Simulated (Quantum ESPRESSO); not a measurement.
**ZnS (F-43m): a worked LO-TO splitting**

Wanted: the LO mode of ZnS (F-43m) from the TO mode and the field response.

Program: Quantum ESPRESSO 7.5. Level of theory: DFT LDA, scalar-relativistic, plane waves, JTH PAW pseudopotentials. Results are calculated unless marked as measured.

The database entry behind the starting cell differs from later determinations by our own check (about 0.1 % short), so it need not match the best structure at ambient conditions.

### 1. The relaxed structure

Symmetry: F-43m, No. 216, cubic system. The conventional cell has a = 5.293 Å, b = 5.293 Å, c = 5.293 Å, α = 90.00°, β = 90.00°, γ = 90.00°. Nearest to Zn lie 4 S at 2.29 Å. S has 4 Zn at 2.29 Å nearest. Farther neighbours and most contacts between anions are not listed.

This is the cell after its relaxation at this level of theory, not the database cell from which that began.

### 2. What the response run gave

A linear-response run on the relaxed cell, with the response to an electric field; only its zone-centre results are used. Cutoff 50 Ry, k mesh 8×8×8.

Log:

```text
[banners, grids, parts of the stress and lines that vanish by symmetry left out]
Program PHONON v.7.5
     Reading xml data from directory:

[...]
Exchange-correlation= PW
                           (   1   4   0   0   0   0   0)
[...]
kinetic-energy cut-off    =      50.0000  Ry
     charge density cut-off    =     250.0000  Ry
     convergence threshold     =      1.0E-18
[...]
Exchange-correlation= PW
                           (   1   4   0   0   0   0   0)
[...]
q = (   0.0000000   0.0000000   0.0000000 )
     25 Sym.Ops. (with q -> -q+G )
     G cutoff =  316.7893  (  16625 G-vectors)     FFT grid: ( 36, 36, 36)
     G cutoff =  253.4315  (  11935 G-vectors)  smooth grid: ( 32, 32, 32)
     number of k points=    29
[...]
Mode symmetry, T_d (-43m)  point group:
[...]
Dielectric constant
[...]
End of electric fields calculation
          Dielectric constant in cartesian axis
          (       6.310758880      -0.000000000       0.000000000 )
          (       0.000000000       6.310758880       0.000000000 )
          (       0.000000000       0.000000000       6.310758880 )
          Effective charges (d Force / dE) in cartesian axis without acoustic sum rule applied (asr)
           atom    1  Zn    Mean Z*:        1.90549
      Ex  (        1.90549        0.00000        0.00000 )
      Ey  (       -0.00000        1.90549        0.00000 )
      Ez  (        0.00000       -0.00000        1.90549 )
           atom    2  S     Mean Z*:       -1.92836
      Ex  (       -1.92836       -0.00000       -0.00000 )
      Ey  (       -0.00000       -1.92836        0.00000 )
      Ez  (        0.00000        0.00000       -1.92836 )
          Effective charges Sum: Mean:       -0.02287
[...]
Effective charges (d Force / dE) in cartesian axis with asr applied:
           atom    1  Zn    Mean Z*:        1.91692
[...]
atom    2  S     Mean Z*:       -1.91692
[...]
Representation #   1 modes #   1   2   3
[...]
End of self-consistent calculation
     Convergence has been achieved
     Representation #   2 modes #   4   5   6
[...]
End of self-consistent calculation
     Convergence has been achieved
[...]
Dielectric constant in cartesian axis
          (       6.310758880      -0.000000000       0.000000000 )
          (       0.000000000       6.310758880       0.000000000 )
          (       0.000000000       0.000000000       6.310758880 )
          Effective charges (d Force / dE) in cartesian axis without acoustic sum rule applied (asr)
           atom    1  Zn    Mean Z*:        1.90549
      Ex  (        1.90549        0.00000        0.00000 )
      Ey  (       -0.00000        1.90549        0.00000 )
      Ez  (        0.00000       -0.00000        1.90549 )
           atom    2  S     Mean Z*:       -1.92836
      Ex  (       -1.92836       -0.00000       -0.00000 )
      Ey  (       -0.00000       -1.92836        0.00000 )
      Ez  (        0.00000        0.00000       -1.92836 )
          Effective charges Sum: Mean:       -0.02287
[...]
Effective charges (d Force / dE) in cartesian axis with asr applied:
           atom    1  Zn    Mean Z*:        1.91692
[...]
atom    2  S     Mean Z*:       -1.91692
[...]
q = (    0.000000000   0.000000000   0.000000000 )
[...]
freq (    1) =      -0.146494 [THz] =      -4.886511 [cm-1]
     freq (    2) =      -0.146494 [THz] =      -4.886511 [cm-1]
     freq (    3) =      -0.146494 [THz] =      -4.886511 [cm-1]
     freq (    4) =       8.739474 [THz] =     291.517490 [cm-1]
     freq (    5) =       8.739474 [THz] =     291.517490 [cm-1]
     freq (    6) =       8.739474 [THz] =     291.517490 [cm-1]
[...]
Mode symmetry, T_d (-43m)  point group:
     freq (   1-   3) =         -4.9  [cm-1]   --> T_2  G_15 P_4   I+R
     freq (   4-   6) =        291.5  [cm-1]   --> T_2  G_15 P_4   I+R

   JOB DONE.
```

```csv
quantity,value
cell volume Ω (Å³),37.074
mass of Zn (u),65.380
mass of S (u),32.060
"Born charge of Zn, raw (e)",1.905
"Born charge of S, raw (e)",-1.928
ε∞,6.311
ω(TO) after the sum rule (cm⁻¹),291.5
```

### 3. The calculation

The charges must sum to zero over the cell; taking off their mean, -0.011 e, leaves Z* = 1.917 e on Zn. In the polar mode Zn moves against S, so the reduced mass is μ = 65.38 × 32.06 / 97.44 = 21.512 u.

A longitudinal wave builds up a field that adds to the restoring force: ω(LO)² = ω(TO)² + 4π Z*² / (μ Ω ε∞), in Hartree atomic units. With μ = 39213 electron masses and Ω = 250.19 bohr³ the second term is 7.4584e-07 Ha², or 35926 cm⁻² (1 Ha = 219474.6 cm⁻¹).

So ω(LO) = √(84996 + 35926) = 347.7 cm⁻¹, and by the Lyddane-Sachs-Teller relation ε₀ = ε∞ (ω(LO)/ω(TO))² = 8.98.

### 4. Check against the program

The analysis program adds the same non-analytic term to the full matrix, here for q along (1 0 0).

Log:

```text
[banner, memory and clock lines left out]
Program DYNMAT v.7.5

     Reading Dynamical Matrix from file g.dyn
     ...Force constants read
     ...epsilon and Z* read

     Polarizability (A^3 units)
     multiply by 0.360978 for Clausius-Mossotti correction
        15.668252    0.000000    0.000000
        -0.000000   15.668252    0.000000
         0.000000    0.000000   15.668252

     IR activities are in (D/A)^2/amu units

# mode   [cm-1]    [THz]      IR
    1     -0.00   -0.0000    0.0000
    2      0.00    0.0000    0.0000
    3      0.00    0.0000    0.0000
    4    291.54    8.7401    3.9410
    5    291.54    8.7401    3.9410
    6    347.74   10.4248    3.9410
```

ε₀ comes from the program's run without a direction of q.

```csv
quantity,by hand,program
ω(LO) (cm⁻¹),347.7,347.7
ε₀,8.98,8.98
```

### 5. What came out

```json
{
 "TO mode": "291.5 cm⁻¹",
 "LO mode": "347.7 cm⁻¹",
 "static dielectric constant": "8.978"
}
```

What this shows: The LO mode of ZnS (F-43m) lies at 348 cm⁻¹, 56 cm⁻¹ above the TO mode; the formula meets the program within 0.1 cm⁻¹, as it must for a cubic crystal with one polar mode. ω(LO)² − ω(TO)² goes with Z*²/ε∞: an error of 5 % in ε∞ would move the LO mode by 2.5 cm⁻¹, and semilocal functionals tend to overestimate ε∞. The raw charges miss their sum by 0.023 e, a sign that the k mesh is short for the field response, so ε∞ may be some per cent too high. These are harmonic values at zero temperature, at the volume of this functional, for the structure held cubic; stability elsewhere in the zone is no part of this calculation.

[Host names and launcher messages were left out of these logs when they were recorded.]

[Logs are printed without paths, hosts, clocks, repeated set-up lines and the standing remarks that a program may print on its own settings, such as how far it seeks lower states.]

[Hosts, paths, dates, database ids (printed as entryN), source tags and the programs' standing remarks are cut or masked in the printed files.]
